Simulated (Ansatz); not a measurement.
# ScAlNi3: relaxing a made-up structure

Starting from a made-up structure for ScAlNi3, the aim is the relaxed cell, its shortest contacts and, where a second run follows, its electronic structure.

Program: Ansatz 0.2.0. Level of theory: DFT, PBEsol, plane-wave PAW, files of the set soft_1, scalar-relativistic, ferromagnetic start, cell and ions relaxed at zero pressure; PAW set soft_1. Results are calculated unless marked as measured.

## (1) The starting structure

Symmetry: Pm-3m, No. 221, cubic system. The conventional cell has a = 4.065 Å, b = 4.065 Å, c = 4.065 Å, α = 90.00°, β = 90.00°, γ = 90.00°. Ni has 2 Al at 2.03 Å and 4 Sc at 2.87 Å and 8 Ni at 2.87 Å nearest. Nearest to Sc lie 12 Ni at 2.87 Å. Nearest to Al lie 6 Ni at 2.03 Å. Farther neighbours are not listed.

Structure file:

```cif
data_structure
_symmetry_space_group_name_H-M 'Pm-3m'
_symmetry_Int_Tables_number 221
_cell_length_a 4.0650
_cell_length_b 4.0650
_cell_length_c 4.0650
_cell_angle_alpha 90.000
_cell_angle_beta 90.000
_cell_angle_gamma 90.000
_cell_volume 67.17
loop_
_atom_site_label
_atom_site_type_symbol
_atom_site_symmetry_multiplicity
_atom_site_Wyckoff_symbol
_atom_site_fract_x
_atom_site_fract_y
_atom_site_fract_z
_atom_site_occupancy
Ni1 Ni 3 c 0.50000 0.50000 0.00000 1
Sc1 Sc 1 a 0.00000 0.00000 0.00000 1
Al1 Al 1 b 0.50000 0.50000 0.50000 1
```

## (2) Relaxation of the guess

The guess takes its coordinates from another compound and its volume from a rule, so the cell and any free coordinates are relaxed together.

Input file input.yaml:

```yaml
crystal:
  lattice:
    - [4.065, 0.0, 0.0]
    - [0.0, 4.065, 0.0]
    - [0.0, 0.0, 4.065]
  atoms:
    - { symbol: Ni, position: [0.5, 0.5, 0.0], spin: 1.0 }
    - { symbol: Ni, position: [0.5, 0.0, 0.5], spin: 1.0 }
    - { symbol: Ni, position: [0.0, 0.5, 0.5], spin: 1.0 }
    - { symbol: Sc, position: [0.0, 0.0, 0.0] }
    - { symbol: Al, position: [0.5, 0.5, 0.5] }
magnetization:
  spin_polarized: true
kpoints:
  mp_grid: { grid: [7, 7, 7] }
scf:
  occupations: { method: fermi_dirac, width: 0.05 }
hamiltonian:
  xc: pbesol
  pseudopotentials: { kind: paw, azcp: { folder: soft_1 }, xc_functional: pbe }
relax:
  f_tol: 0.015
  max_steps: 70
  cell: {}
output:
  forces: true
  stress: true
```

Started as:

```console
> ansatz run input.yaml --threads 4 --pin off --max-ram 8192MiB --backend cpu --events-out ev --progress --plain --runs-dir out
```

Numbers of over 12 decimals in the logs are rounded to 6 here.

What it wrote:

```text
Engine: ansatz 0.2.0, aarch64-unknown-linux-gnu
Pseudopotentials: kind: paw
Pseudopotential: Ni, paw, valence charge 18, recommended cutoff 420 eV (normal), soft_1/Ni.paw.azcp
Pseudopotential: Sc, paw, valence charge 11, recommended cutoff 420 eV (normal), soft_1/Sc.paw.azcp
Pseudopotential: Al, paw, valence charge 3, recommended cutoff 420 eV (normal), soft_1/Al.paw.azcp
Functional definition: PBEsol
  exchange = pbesol_x
  correlation = pbesol_c
Crystal: 5 atoms, lattice volume = 67.171 Å³
Basis set: ecut = 420 eV, 1357 PW (Γ), exchange–correlation on 60×60×60 points (8 copies of the dense FFT grid, shifted against one another)
Bands: 43, of which v1, the nominal top of the filled ones, is band 34 counted from 1 (33 counted from 0)
Symmetry: 48 space group operations
Space group: Pm-3m (ITA 221), of the structure as read, at distance tolerance 4.1e-5 Å
Magnetic group: BNS 221.92 (UNI 1594), of the structure as read, at distance tolerance 4.1e-5 Å
k-points: 20 of 343
Non-local potential: Ni, projectors of the file, l = 0: 3, l = 1: 2, l = 2: 3, l = 3: 1
Non-local potential: Sc, projectors of the file, l = 0: 3, l = 1: 2, l = 2: 3, l = 3: 1
Non-local potential: Al, projectors of the file, l = 0: 2, l = 1: 2, l = 2: 1
PAW form: soft (Blöchl's): semilocal exchange-correlation on the pseudo side does not see the compensation charge
PAW frozen core: Ni, regenerated for the run's functional, and the local potential with it (the file was generated under x = pbe(κ = 0.804, μ = 0.219515), c = pbe(β = 0.066725))
PAW frozen core: Sc, regenerated for the run's functional, and the local potential with it (the file was generated under x = pbe(κ = 0.804, μ = 0.219515), c = pbe(β = 0.066725))
PAW frozen core: Al, regenerated for the run's functional, and the local potential with it (the file was generated under x = pbe(κ = 0.804, μ = 0.219515), c = pbe(β = 0.066725))
PAW one-centre angular grid: Ni, 590 points (default); XC on 64 Gauss nodes
PAW one-centre angular grid: Sc, 590 points (default); XC on 64 Gauss nodes
PAW one-centre angular grid: Al, 110 points (default); XC on 64 Gauss nodes
Initial density: superposition of atomic densities (chi_scale 0.1, normalization cell, long waves kept (reshape's long-wave potential 0.00 eV rms))
Starting moments: Σ|m| = 3 μB on 3 of 5 sites
Initial wavefunctions: pseudopotential atomic-orbital guess
Functional: x = pbesol(κ = 0.804, μ = 0.123457), c = pbesol(β = 0.046)
SCF iter   1: F=—  HF=-20046.645964 eV  |F-HF|=—  |Δ(HF+E_count)|=         —  Δρ=6.60e-2 (↑6.60e-2 ↓4.50e-2)  dr2=4.83e0  dr2_m=1.73e-1  M=2.187 μB ∫|m|=2.496 μB  β_m=0.30  ethr=3.10e-3  ⟨swp⟩=6.2  Hψ=6465  notcnv=0
Mixer restart at iter 1: flushing history
preconditioner: auto → Kerker (q_TF=auto, 2.734 Å⁻¹)  [metal: Δε(μ)=0.059 eV  Ē_g=9.250 eV  σ=0.050 eV  W_gap=0.27  n_scr=26 (ndim 8)  ℏωp=29.4 eV  f_vac=0.000  D(μ)=3.54/eV (n_scr^D=26)]
spin=Collinear: Kerker preconditioning applied to the charge; magnetization (m = ρ↑ − ρ↓) channel mixes plain (no charge-response kernel on spin).
SCF iter   2: F=—  HF=-20044.949269 eV  |F-HF|=—  |Δ(HF+E_count)|=    1.70e0  Δρ=3.83e-2 (↑2.04e-2 ↓3.83e-2)  dr2=1.35e0  dr2_m=3.76e-1  M=1.764 μB ∫|m|=2.087 μB  β_m=0.31  ethr=3.10e-3  ⟨swp⟩=2.0  Hψ=2991  notcnv=0  defer=75
SCF iter   3: F=—  HF=-20046.423275 eV  |F-HF|=—  |Δ(HF+E_count)|=    1.47e0  Δρ=3.60e-2 (↑1.98e-2 ↓3.60e-2)  dr2=1.07e0  dr2_m=3.88e-1  M=1.593 μB ∫|m|=1.875 μB  β_m=0.19  ethr=1.99e-3  ⟨swp⟩=2.2  Hψ=2330  notcnv=0  defer=82
SCF iter   4: F=—  HF=-20047.614550 eV  |F-HF|=—  |Δ(HF+E_count)|=    1.19e0  Δρ=3.21e-2 (↑1.84e-2 ↓3.21e-2)  dr2=7.66e-1  dr2_m=3.35e-1  M=1.394 μB ∫|m|=1.615 μB  β_m=0.12  ethr=1.58e-3  ⟨swp⟩=2.0  Hψ=1969  notcnv=0  defer=82
SCF iter   5: F=—  HF=-20048.597887 eV  |F-HF|=—  |Δ(HF+E_count)|=   9.83e-1  Δρ=2.83e-2 (↑2.83e-2 ↓1.40e-2)  dr2=3.63e-1  dr2_m=2.23e-1  M=1.189 μB ∫|m|=1.357 μB  β_m=0.21  ethr=1.13e-3  ⟨swp⟩=2.4  Hψ=2746  notcnv=0  defer=84
SCF iter   6: F=—  HF=-20049.323608 eV  |F-HF|=—  |Δ(HF+E_count)|=   7.26e-1  Δρ=2.57e-2 (↑2.57e-2 ↓6.64e-3)  dr2=2.55e-1  dr2_m=1.07e-1  M=0.709 μB ∫|m|=0.813 μB  β_m=0.63  ethr=5.34e-4  ⟨swp⟩=2.8  Hψ=2629  notcnv=0  defer=80
SCF iter   7: F=—  HF=-20049.394255 eV  |F-HF|=—  |Δ(HF+E_count)|=         —  Δρ=1.94e-2 (↑5.63e-3 ↓1.94e-2)  dr2=2.74e-1  dr2_m=3.70e-2  M=-0.088 μB ∫|m|=0.096 μB  β_m=0.63  ethr=3.75e-4  ⟨swp⟩=3.1  Hψ=3019  notcnv=0  defer=79
Mixer restart at iter 7: flushing history
SCF iter   8: F=—  HF=-20049.491965 eV  |F-HF|=—  |Δ(HF+E_count)|=   9.77e-2  Δρ=1.16e-2 (↑1.16e-2 ↓4.24e-3)  dr2=6.89e-2  dr2_m=1.11e-2  M=-0.044 μB ∫|m|=0.049 μB  β_m=0.57  ethr=3.75e-4  ⟨swp⟩=3.1  Hψ=3336  notcnv=0  defer=76
SCF iter   9: F=—  HF=-20049.453080 eV  |F-HF|=—  |Δ(HF+E_count)|=   3.89e-2  Δρ=1.04e-2 (↑4.77e-3 ↓1.04e-2)  dr2=1.13e-1  dr2_m=5.38e-3  M=-0.034 μB ∫|m|=0.038 μB  β_m=0.56  ethr=1.01e-4  ⟨swp⟩=2.3  Hψ=3648  notcnv=0  defer=76
SCF iter  10: F=—  HF=-20049.447413 eV  |F-HF|=—  |Δ(HF+E_count)|=   5.67e-3  Δρ=1.75e-3 (↑5.25e-4 ↓1.75e-3)  dr2=3.74e-3  dr2_m=3.71e-4  M=-0.009 μB ∫|m|=0.011 μB  β_m=0.66  ethr=1.01e-4  ⟨swp⟩=2.0  Hψ=2670  notcnv=0  defer=76
SCF iter  11: F=—  HF=-20049.447154 eV  |F-HF|=—  |Δ(HF+E_count)|=   2.59e-4  Δρ=1.20e-3 (↑1.20e-3 ↓5.91e-4)  dr2=1.04e-3  dr2_m=6.88e-5  M=-0.004 μB ∫|m|=0.005 μB  β_m=0.83  ethr=5.50e-6  ⟨swp⟩=2.0  Hψ=2341  notcnv=0  defer=76
SCF iter  12: F=—  HF=-20049.447259 eV  |F-HF|=—  |Δ(HF+E_count)|=   1.05e-4  Δρ=5.24e-4 (↑5.24e-4 ↓2.39e-4)  dr2=1.74e-4  dr2_m=1.52e-5  M=-0.002 μB ∫|m|=0.002 μB  β_m=0.70  ethr=1.53e-6  ⟨swp⟩=1.8  Hψ=2087  notcnv=0  defer=76
SCF iter  13: F=—  HF=-20049.447225 eV  |F-HF|=—  |Δ(HF+E_count)|=   3.45e-5  Δρ=1.06e-4 (↑1.06e-4 ↓4.23e-5)  dr2=8.07e-6  dr2_m=8.59e-7  M=-0.001 μB ∫|m|=0.001 μB  β_m=0.85  ethr=2.56e-7  ⟨swp⟩=2.0  Hψ=2336  notcnv=0  defer=76
SCF iter  14: F=—  HF=-20049.447237 eV  |F-HF|=—  |Δ(HF+E_count)|=   1.22e-5  Δρ=2.89e-5 (↑1.31e-5 ↓2.89e-5)  dr2=1.67e-6  dr2_m=7.72e-8  M=-0.000 μB ∫|m|=0.000 μB  β_m=0.93  ethr=1.19e-8  ⟨swp⟩=2.0  Hψ=2409  notcnv=0  defer=76
SCF iter  15: F=—  HF=-20049.447237 eV  |F-HF|=—  |Δ(HF+E_count)|=   1.40e-7  Δρ=4.03e-6 (↑2.27e-6 ↓4.03e-6)  dr2=8.80e-9  dr2_m=3.75e-9  M=0.000 μB ∫|m|=0.000 μB  β_m=0.88  ethr=2.46e-9  ⟨swp⟩=2.0  Hψ=2204  notcnv=0  defer=76
SCF iter  16: F=—  HF=-20049.447237 eV  |F-HF|=—  |Δ(HF+E_count)|=   1.34e-9  Δρ=4.26e-6 (↑1.55e-6 ↓4.26e-6)  dr2=1.93e-8  dr2_m=1.49e-9  M=0.000 μB ∫|m|=0.000 μB  β_m=0.88  ethr=1.29e-11  ⟨swp⟩=2.0  Hψ=2995  notcnv=0  defer=76
[...]
the starting moments were not kept: the SCF closed with an absolute magnetisation of 2.0e-5 μB, where they sum to 3 μB in size (3 sites). That is at most 0.1 of that sum. Measured as dr2_m measures the in/out step, that magnetisation stands 3.2e-10 eV from none, at or under the dr2_threshold of 5.0e-7 eV: it is no larger than a step whose dr2_m would equal this threshold.
SCF 3 converged in 10 iterations: F = -20049.871139 eV  dr2 = 2.01e-8
  greatest PAW one-centre occupation: 1.001 electrons in one spin orbital (limit 2), on the Ni atom at site 1 (counted from 0), in its partial waves of l = 1
relax step   3: F+E_penalty+E_count = -20049.87113926 eV  Δ(F+E_penalty+E_count) = -1.366e-2 eV  max|allowed force component| = 4.177e-29 eV/Å  Δτ_max = 0.0000 Å  P = +0.428 GPa  Ω = 75.570 Å³  energy of the carried Pulay correction = -2.314e-3 eV  (10 SCF iters, dr2 threshold 5.00e-7 eV, accepted)
[...]
relax step   4: F+E_penalty+E_count = -20049.87144587 eV  Δ(F+E_penalty+E_count) = -3.066e-4 eV  max|allowed force component| = 3.088e-29 eV/Å  Δτ_max = 0.0000 Å  P = -0.002 GPa  Ω = 75.856 Å³  energy of the carried Pulay correction = -2.388e-3 eV  (10 SCF iters, dr2 threshold 4.59e-7 eV, accepted)
[...]
relax step   5: F+E_penalty+E_count = -20049.87590171 eV  Δ(F+E_penalty+E_count) = -4.456e-3 eV  max|allowed force component| = 6.212e-29 eV/Å  Δτ_max = 0.0000 Å  P = +0.129 GPa  Ω = 75.856 Å³  stress off target by 1.29e-1 GPa  SCF on the basis re-selected at this cell (its energy is not comparable with the rows above)  (14 SCF iters)
[...]
relax step   6: F+E_penalty+E_count = -20049.87591871 eV  Δ(F+E_penalty+E_count) = -1.699e-5 eV  max|allowed force component| = 1.240e-28 eV/Å  Δτ_max = 0.0000 Å  P = +0.004 GPa  Ω = 75.943 Å³  energy of the carried Pulay correction = -1.907e-5 eV  (9 SCF iters, dr2 threshold 4.17e-8 eV, accepted)
iter 1 solved again at ethr=1.01e-7 eV; its pass at ethr=3.10e-3 eV (dr2=6.85e-5 eV) is discarded
SCF iter   1: F=—  HF=-20049.875953 eV  |F-HF|=—  |Δ(HF+E_count)|=         —  Δρ=1.13e-6 (↑1.11e-6 ↓1.13e-6)  dr2=2.13e-9  dr2_m=7.46e-13  M=0.000 μB ∫|m|=0.000 μB  β_m=0.65  ethr=1.01e-7  ⟨swp⟩=3.1  Hψ=10968  notcnv=0
eigensolver tolerance schedule: the retry pair's looser diagonalisation over-reported the residual by 32168.57 of it (diagonalisation noise at an unbounded share of the residual, at the tolerance the schedule requests for it); recorded, not acted on — ethr = c·dr2/N_el stays at c = 1.0e-1
SCF iter   2: F=—  HF=-20049.875943 eV  |F-HF|=—  |Δ(HF+E_count)|=   9.93e-6  Δρ=8.84e-7 (↑8.84e-7 ↓8.48e-7)  dr2=2.14e-9  dr2_m=3.76e-13  M=0.000 μB ∫|m|=0.000 μB  β_m=0.44  ethr=3.13e-12  ⟨swp⟩=3.2  Hψ=4349  notcnv=0
SCF iter   3: F=—  HF=-20049.875943 eV  |F-HF|=—  |Δ(HF+E_count)|=   2.10e-9  Δρ=7.02e-7 (↑6.81e-7 ↓7.02e-7)  dr2=9.30e-10  dr2_m=1.69e-13  M=0.000 μB ∫|m|=0.000 μB  β_m=0.38  ethr=3.13e-12  ⟨swp⟩=2.5  Hψ=3058  notcnv=0
SCF iter   4: F=—  HF=-20049.875943 eV  |F-HF|=—  |Δ(HF+E_count)|=  2.18e-11  Δρ=1.50e-7 (↑1.50e-7 ↓1.45e-7)  dr2=2.63e-11  dr2_m=1.45e-13  M=0.000 μB ∫|m|=0.000 μB  β_m=0.51  ethr=1.37e-12  ⟨swp⟩=1.9  Hψ=2040  notcnv=0
SCF iter   5: F=—  HF=-20049.875943 eV  |F-HF|=—  |Δ(HF+E_count)|=  6.58e-10  Δρ=1.60e-7 (↑1.60e-7 ↓1.49e-7)  dr2=1.13e-10  dr2_m=4.93e-14  M=0.000 μB ∫|m|=0.000 μB  β_m=0.51  ethr=1.00e-12  ⟨swp⟩=1.0  Hψ=1720  notcnv=0
SCF iter   6: F=—  HF=-20049.875943 eV  |F-HF|=—  |Δ(HF+E_count)|=  5.02e-10  Δρ=1.63e-7 (↑1.63e-7 ↓1.57e-7)  dr2=7.39e-11  dr2_m=8.22e-15  M=0.000 μB ∫|m|=0.000 μB  β_m=0.54  ethr=1.00e-12  ⟨swp⟩=1.3  Hψ=1736  notcnv=0
SCF iter   7: F=—  HF=-20049.875943 eV  |F-HF|=—  |Δ(HF+E_count)|=  3.13e-10  Δρ=6.06e-8 (↑6.02e-8 ↓6.06e-8)  dr2=9.69e-12  dr2_m=4.50e-17  M=-0.000 μB ∫|m|=0.000 μB  β_m=0.65  ethr=1.00e-12  ⟨swp⟩=2.0  Hψ=2164  notcnv=0
SCF iter   8: F=-20049.875943 eV  HF=-20049.875943 eV  |F-HF|=2.55e-11  |Δ(HF+E_count)|=  4.73e-11  Δρ=1.03e-7 (↑1.03e-7 ↓1.03e-7)  dr2=2.83e-11  dr2_m=1.51e-16  M=-0.000 μB ∫|m|=0.000 μB  ethr=1.00e-12  ⟨swp⟩=3.0  Hψ=5332  notcnv=0
the starting moments were not kept: the SCF closed with an absolute magnetisation of 2.9e-8 μB, where they sum to 3 μB in size (3 sites). That is at most 0.1 of that sum. Measured as dr2_m measures the in/out step, that magnetisation stands 3.4e-16 eV from none, at or under the dr2_threshold of 5.0e-11 eV: it is no larger than a step whose dr2_m would equal this threshold.
SCF 7 converged in 8 iterations: F = -20049.875943 eV  dr2 = 2.83e-11
relax step   7: F+E_penalty+E_count = -20049.87594306 eV  Δ(F+E_penalty+E_count) = -2.435e-5 eV  max|allowed force component| = 8.131e-29 eV/Å  Δτ_max = 0.0000 Å  P = +0.004 GPa  Ω = 75.943 Å³  stress off target by 4.08e-3 GPa  SCF on the basis re-selected at this cell (its energy is not comparable with the rows above)  (8 SCF iters)
basis re-selected at this cell: Δ(F+E_penalty+E_count) = -2.435e-5 eV, ΔP = -0.000 GPa vs the last step (what re-selecting the basis moved, of the pressure what is left beyond the Pulay correction that the steps carried, after the strain that the cell walked since its last selection, with what the two solves' SCF thresholds leave and, on support functions, any second-order correction that the steps lacked; it is no m [...]
SCF converged after 8 iterations
Magnetization: -0.0000 μB (34.0000 up, 34.0000 down)
Absolute magnetization: 0.0000 μB (∫|ρ↑−ρ↓|, with the PAW one-centre terms)
Spin contamination: 0.0000 ħ² per cell (⟨S²⟩ above its minimum at these occupations)
Per-site moments (μB) at R_I (Å): [(-6.441708842152537e-9, 0.873419), (-6.441709112343669e-9, 0.873419), (-6.441708530911289e-9, 0.873419), (-2.237112470842727e-9, 1.235202), (-2.5829357823251414e-10, 0.873419)]
Free energy (F): -20049.875943 eV
Harris-Foulkes:  -20049.875943 eV  (|F-HF|=2.55e-11)
Internal energy: -20049.838428 eV  (E = F + TS)
E sigma→0 (E₀):  -20049.857186 eV
Entropy (-TS):   -0.037515 eV (-7.503 meV/atom)
Fermi energy:    11.768791 eV
--- Per-component energies (eV) ---
  E_band       = -1306.849999
  E_kinetic    = 1254.890163
  E_local      = -11782.405459  (includes V_loc(G=0)·N_el)
  E_nonlocal   = -183.448149
  E_hartree    = 5982.329115
  E_xc         = -457.053173
  E_vxc        = -567.630477  (∫ρ·V_xc dr)
  E_paw        = -6304.239638  (= ΣΔE_a)
  E_vpaw       = -1992.917714  (= ΣTr[D̂ρ^β])
  E_aug_tail   = 0.002689  (compensation charges beyond the density's cutoff)
  E_ewald      = -8560.654008
  E_core_change = 0.740032  (= ΣΔE_core)
  E_smearing   = -0.037515  (= −TS)
  E_closure    = -0.000000  (closes the sum)
  Σ components = -20049.875943   (vs F -20049.875943, Δ=0.00e0)
--- Forces (eV/Å), atoms counted from 1 ---
  atom   1  Ni    -0.00000000     0.00000000     0.00000000
  atom   2  Ni    -0.00000000     0.00000000     0.00000000
  atom   3  Ni     0.00000000    -0.00000000    -0.00000000
  atom   4  Sc    -0.00000000    -0.00000000     0.00000000
  atom   5  Al    -0.00000000    -0.00000000    -0.00000000
  max |Σ_I F_I| component: 1.82e-28 eV/Å
--- Stress (GPa, compression-positive) ---
        0.004083      -0.000000       0.000000
       -0.000000       0.004083       0.000000
        0.000000       0.000000       0.004083
  P = ⅓ Tr σ = 0.0041 GPa (0.041 kbar)
--- Relaxed structure (5 steps of the walk, 5 accepted, 2 SCFs on fresh bases) ---
  F+E_penalty+E_count = -20049.87594306 eV   max|allowed force component| = 8.131e-29 eV/Å   (the final SCF, on the basis selected at the relaxed cell)
  cell:  # Å, volume = 75.9428 Å³
    - [4.234761, 0, 0]
    - [0, 4.234761, 0]
    - [0, 0, 4.234761]
  atoms:
    - { symbol: Ni, position: [0.500000, 0.500000, 0] }
    - { symbol: Ni, position: [0.500000, 0, 0.500000] }
    - { symbol: Ni, position: [0, 0.500000, 0.500000] }
    - { symbol: Sc, position: [0, 0, 0] }
    - { symbol: Al, position: [0.500000, 0.500000, 0.500000] }
```

It took 15 s on 4 threads of Arm Neoverse V2, shared host; peak memory 0.48 GiB.

Step by step:

```
step  energy less that of the first step (eV)  largest force component (eV/Å)  pressure (GPa)  volume (Å³)
   1                                   0.0000                          0.0000           17.43        67.17
   2                                  -0.4102                          0.0000            2.72        74.12
   3                                  -0.4239                          0.0000            0.43        75.57
   4                                  -0.4242                          0.0000            0.00        75.86
  5*                                  -0.4287                          0.0000            0.13        75.86
   6                                  -0.4287                          0.0000            0.00        75.94
  7*                                  -0.4287                          0.0000            0.00        75.94
```

Relaxation steps marked * repeat the geometry before them on a plane-wave basis chosen anew for their cell, so energy and pressure can jump there.

The run keeps the 48 symmetry operations that it works with, so distortions that break them were not tested.

```
conventional cell, symmetrised  before  after   change
                         a (Å)   4.065  4.235   +4.2 %
                         b (Å)   4.065  4.235   +4.2 %
                         c (Å)   4.065  4.235   +4.2 %
              volume (Å³/atom)   13.43  15.19  +13.1 %
```

Final coordinates:

```
Ni Sc Al
1.0
     4.23476    0.00000    0.00000
     0.00000    4.23476    0.00000
     0.00000    0.00000    4.23476
Ni Sc Al
3 1 1
Direct
  0.50000 0.50000 0.00000
  0.50000 0.00000 0.50000
  0.00000 0.50000 0.50000
  0.00000 0.00000 0.00000
  0.50000 0.50000 0.50000
```

This step gave:

```yaml
free_energy: -20049.8759 eV
energy_at_zero_smearing: -20049.8572 eV
smearing_term_ts: 0.03752 eV
fermi_energy: 11.77 eV
electrons: 68
symmetry_operations: 48
pressure: 0.004083 GPa
```

The shortest distance of each pair, which need not be the same contact before and after:

```
 pair  guess (Å)  relaxed (Å)
Al–Ni      2.033        2.117
Ni–Ni      2.874        2.994
Ni–Sc      2.874        2.994
Al–Sc      3.520        3.667
Sc–Sc      4.065        4.235
```

The relaxation ends with a pressure of 0.00 GPa. The starting moments have collapsed: the run ends non-magnetic.

## (3) Outcome

* space group, relaxed: Pm-3m
* conventional cell: a = 4.235, b = 4.235, c = 4.235 Å; α = 90.0°, β = 90.0°, γ = 90.0°
* volume per atom: 15.19 Å³ (guess 13.43)
* total moment: 0.00 μB in the cell of 5 atoms

**Reading.** ScAlNi3 relaxes to Pm-3m with a = 4.235, b = 4.235 and c = 4.235 Å. The guessed volume was 12 % too small. The space group Pm-3m was held in the relaxation, so the end point is a stationary structure within it and may be a saddle against distortions or other arrangements. The moments died out from this one start and weren't seeded again at the relaxed cell. Mesh and cutoff weren't tested. No dispersion term is used, so weakly bound directions may come out too long. Nothing here tests whether the compound is stable against decomposition.

[Logs are printed without paths, hosts, clocks, repeated set-up lines and the standing remarks that a program may print on its own settings, such as how far it seeks lower states.]

[Hosts, paths, dates, database ids (printed as entryN), source tags and the programs' standing remarks are cut or masked in the printed files.]
